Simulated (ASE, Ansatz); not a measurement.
# (21,0) 1T-TaS2 nanotube (126 atoms): support functions against a reference, part 2 of 2

Aim: test how closely localised support functions follow the reference on (21,0) 1T-TaS2 nanotube (126 atoms), and at what cost. A setting counts as converged where the r.m.s. difference of forces stays under 1 % of the r.m.s. force.

Ansatz 0.2.0; Kohn-Sham DFT, PBE+D4, PAW (set soft_2), plane waves.

The cell: 42 Ta and 84 S. The cell is under 6 Å thick along one periodic direction. Beside vacuum, support functions can miss their usual error bounds without a warning. Only the Γ point is sampled, in a cell whose periodic width is 6 Å. The levels lack spin–orbit coupling.

So far. Step 2 (Plane-wave single point): Mean Löwdin charges: S -0.18, Ta +0.57 e (they miss 0.82 % of the electrons, so they add up to more than the cell's charge). Within 0.4 eV of the Fermi level the largest share is Ta d (74 % of the projected weight).

## (3) Distances and neighbours

Bonds and neighbours are counted at the geometry of the runs.

Normalised to the volume that the atoms fill. g(r), total and by pair (bins of 0.2 Å):

```
r (Å)  total   S-S   S-Ta  Ta-Ta
 2.30   2.44  0.00   5.50   0.00
 2.50   6.57  0.00  14.80   0.00
 2.70   0.13  0.00   0.29   0.00
 2.90   1.11  2.50   0.00   0.00
 3.10   0.02  0.05   0.00   0.00
 3.30   4.02  3.89   0.00  20.59
 3.50   2.31  4.77   0.00   1.69
 3.70   1.83  4.12   0.00   0.00
 3.90   1.29  0.78   2.12   0.00
 4.10   1.18  0.00   2.65   0.00
 4.30   1.08  0.00   2.44   0.00
 4.50   0.02  0.00   0.05   0.00
 4.70   0.00  0.00   0.00   0.00
 4.90   1.65  2.52   1.19   0.00
 5.10   0.98  0.74   1.46   0.00
 5.30   1.69  0.85   2.95   0.00
 5.50   0.98  0.00   2.20   0.00
 5.70   1.14  0.64   1.04   3.46
 5.90   2.48  4.59   0.00   3.98
 6.10   0.08  0.18   0.00   0.00
 6.30   0.32  0.72   0.00   0.00
 6.50   0.70  1.29   0.13   0.60
 6.70   0.92  0.00   0.82   5.00
 6.90   0.73  0.77   0.88   0.00
 7.10   0.64  0.09   1.34   0.00
 7.30   0.51  0.00   1.14   0.00
 7.50   1.43  1.79   1.42   0.00
 7.70   0.68  1.48   0.07   0.00
```

Bonds by pair of elements; cutoffs follow the first minimum of g(r), held within bounds set by covalent radii, and pairs that aren't listed don't count as bonded:

```
pair A-B  cutoff (Å)  bonds  mean length (Å)  spread (Å)  shortest (Å)  B about A  A about B
    S-Ta        3.22    252             2.47       0.074          2.32          3          6
```

How many atoms have how many bonded neighbours:

```
element  mean   3   6
      S     3  84   0
     Ta     6   0  42
```

Bond angles (no mean is given where the spread exceeds 20°):

```
  angle  count  mean (°)  spread (°)
 S-Ta-S    630         -           -
Ta-S-Ta    252      85.7         2.7
```

With the cutoffs above, all S atoms have 3 and all Ta atoms have 6 bonded neighbours.

Local excerpt of 13 atoms (numbers count through the whole input) about S56, whose charge lies farthest from its element's mean; x, y, z are measured from there.

```
atom      x      y      z  distance (Å)  bonds  Löwdin charge (e)     Fx     Fy  Fz (eV/Å)
 S56   0.00   0.00   0.00          0.00      3              -0.28   1.02  -0.49      -0.17
Ta55   1.31  -0.90  -1.95          2.51      6               0.57  -1.19   1.04       0.10
Ta46   2.35   0.43   0.99          2.59      6               0.59  -0.81   0.91      -0.22
Ta52   0.52  -2.35   1.02          2.61      6               0.56  -2.11   0.95      -0.29
 S53  -0.91  -1.67  -2.88          3.45      3              -0.22   0.39  -0.18      -0.51
 S47   1.26   1.48  -2.89          3.48      3              -0.23   0.22  -0.50      -0.30
 S53  -0.91  -1.67   2.94          3.50      3              -0.22   0.39  -0.18      -0.51
 S47   1.26   1.48   2.93          3.51      3              -0.23   0.22  -0.50      -0.30
 S57   1.83  -3.01  -1.00          3.66      3              -0.12   0.83   0.08       0.49
 S51   3.48  -0.58  -0.98          3.66      3              -0.12   0.00  -0.76       0.51
 S48   2.57  -1.76   1.96          3.68      3              -0.10   0.84   0.15      -0.01
 S62  -1.65  -3.42   0.02          3.80      3              -0.26   0.84  -0.27      -0.36
 S50   2.62   2.77  -0.01          3.82      3              -0.24   0.32  -0.43      -0.03
```

The column of bonds counts only the pairs S-Ta within 3.22 Å; other neighbours, such as metal atoms beside each other in a compound, aren't counted, and periodic images can show an atom twice.

## (4) Support functions medium

The cell is solved in localised support functions.

This step: Kohn-Sham DFT, PBE+D4, PAW (set soft_2), localised support functions (medium) (Ansatz 0.2.0).

input.yaml reads:

```yaml
crystal:
  lattice:
    - [34.51995, 0.0, 0.0]
    - [0.0, 34.44859, 0.0]
    - [0.0, 0.0, 5.81969]
  atoms:
    [... the 126 atom lines of step 2 ...]
kpoints:
  mp_grid: { grid: [1, 1, 1] }
hamiltonian:
  xc: pbe
  dispersion: d4
scf:
  occupations: { method: gaussian, width: 0.05 }
  eigensolver: { kind: { support_functions: { accuracy: medium } } }
  mixing: { beta: 0.2 }
  max_iter: 150
output:
  forces: true
  eigenvalues: true
```

Command:

```sh
> ansatz run input.yaml --threads 8 --pin off --max-ram 15872MiB --backend cpu --events-out ev --progress --plain --runs-dir out
```

Numbers of over 12 decimals in the logs are rounded to 6 here.

Log:

```text
Warning: scf.eigensolver.kind.support_functions: disabling space-group detection — the functions' gradient is summed over unrotated k-points, so no spatial operation reduces the k-mesh or symmetrises the density; time reversal is kept, so that k and −k are solved as one point where they differ and the mesh holds both, and exact exchange and, on two spinor components, a DFT+U term hold to it where the run has them: [...]
settings of this run that can trade accuracy for cost: scf.eigensolver.kind.support_functions [...]
[...]
Crystal: 126 atoms, lattice volume = 6920.564 Å³
Basis set: ecut = 420 eV, 135427 PW (Γ), exchange–correlation on 480×480×80 points (8 copies of the dense FFT grid, shifted against one another)
Bands: 630, of which v1, the nominal top of the filled ones, is band 525 counted from 1 (524 counted from 0)
Symmetry: 1 space group operations
k-points: 1
[...]
SCF iter   1: F=—  HF=-493025.638679 eV  |F-HF|=—  |Δ(HF+E_count)|=         —  Δρ=2.70e-2  dr2=7.10e1  ethr=1.00e-1
[...]
SCF iter  35: F=-493059.667993 eV  HF=-493059.667990 eV  |F-HF|=2.80e-6  |Δ(HF+E_count)|=   8.19e-5  Δρ=5.31e-7  dr2=2.73e-8  ethr=6.30e-12
SCF 1 converged in 35 iterations: F = -493059.671227 eV  dr2 = 2.73e-8
[...]
SCF converged after 35 iterations
Stability not checked: this state was not tested for a lower state beside it, because the mixer in use, unlike msr1, does not test its closes by its own steps (another_mixer; see scf.mixing.algorithm and scf.lower_state_search)
Free energy (F): -493059.671227 eV
[...]
Internal energy: -493059.318019 eV  (E = F + TS)
E sigma→0 (E₀):  -493059.494623 eV
Entropy (-TS):   -0.353208 eV (-2.803 meV/atom)
Fermi energy:    0.706543 eV
[...]
--- Forces (eV/Å), atoms counted from 1 ---
  atom   1  Ta     1.31447743    -0.10635223    -0.62428052
  atom   2  S     -0.33090083    -0.14561802    -0.12832274
  atom   3  S     -0.46524629     0.21997535     0.46639015
  atom   4  Ta     0.54959234     0.62352549    -0.72990632
  atom   5  S      0.35666047    -0.04770278     0.14353224
  atom   6  S     -0.11756099    -0.62488433     0.04754831
  atom   7  Ta     0.51981813     0.07379027     0.42973703
  atom   8  S     -0.40191119     0.10654876    -0.42031199
  atom   9  S     -0.04220034    -0.00750525     0.38377245
  atom  10  Ta     0.94644507     0.93504247    -0.40880003
  atom  11  S     -0.79081305    -0.37741442    -0.26670613
  atom  12  S      0.14468400     0.21526894     0.12283222
  atom  13  Ta     0.86782433     0.71607993     0.39339266
  atom  14  S     -0.64099371    -0.52789524    -0.09132750
[...]
atom 125  S     -0.67672278    -0.02314168    -0.24590379
  atom 126  S     -0.04401321    -0.37173652     0.23612753
  max |Σ_I F_I| component: 6.54e-3 eV/Å
--- Band table (eV) ---
[...]
```

The job ended after 4 min (8 threads of Arm Neoverse V2, shared host; peak memory 6.6 GiB).

The program notes that the band table was not solved further than the SCF left it and it switched symmetry off. Further notices: vacuum switching off with vacuum.

Keys that differ from the reference: support_functions.accuracy = "medium", scf.max_iter = 150 and scf.mixing.beta = 0.2.

Forces differ from the reference by 0.62 meV/Å r.m.s., 0.11 % of their size, well within a tolerance of 1 %; the energy by -0.45 meV/atom. It took 4 min and 35 cycles; the reference's time can't be set against it, since the two runs asked for unlike analyses.

## (5) The ladder side by side

Each row is set against the plane-wave reference (Kohn-Sham DFT, PBE+D4, PAW (set soft_2), plane waves; r.m.s. force component 0.546 eV/Å). Energies are set beside the reference only for runs with its functional, potentials and electron count. Times are for 8 threads of Arm Neoverse V2, shared host. The reference's time includes the DOS and grids, which some other runs skip.

```
                     run  Δ force, r.m.s. (meV/Å)  share of r.m.s. force (%)  Δ energy (meV/atom)  cycles     time  host memory (GiB)
               reference                        -                          -                    -      20  2.6 min                9.8
support functions medium                    0.623                      0.114               -0.454      35    4 min                6.6
```

## (6) What came out

| Property | Result |
| --- | --- |
| free energy per atom | -3913.1715 eV/atom |
| r.m.s. force component | 0.5465 eV/Å |
| wall time of the 2 DFT runs | 6.6 min |

Against plane waves at 420 eV, the forces differ by 0.62 meV/Å (0.11 %) with support functions medium. At 126 atoms the run with support functions medium takes roughly 1.5 times the time of plane waves (whose run also made extra analyses, so the like-for-like ratio is larger), in 35 SCF cycles against 20. Differences between support functions and plane waves include what basis error the plane-wave run still has.

18 levels are partly filled, by over 2 % (at Γ alone): no clear gap opens at this level. Levels of broken or missing bonds inside a gap of the host would look the same. With the cutoffs above, all S atoms have 3 and all Ta atoms have 6 bonded neighbours.

**Limits.** The geometry was built by rule, was displaced at random and isn't relaxed at this level: its force components are 0.55 eV/Å r.m.s.

[Logs are printed without paths, hosts, clocks, repeated set-up lines and the standing remarks that a program may print on its own settings, such as how far it seeks lower states.]

[Hosts, paths, dates, database ids (printed as entryN), source tags and the programs' standing remarks are cut or masked in the printed files.]
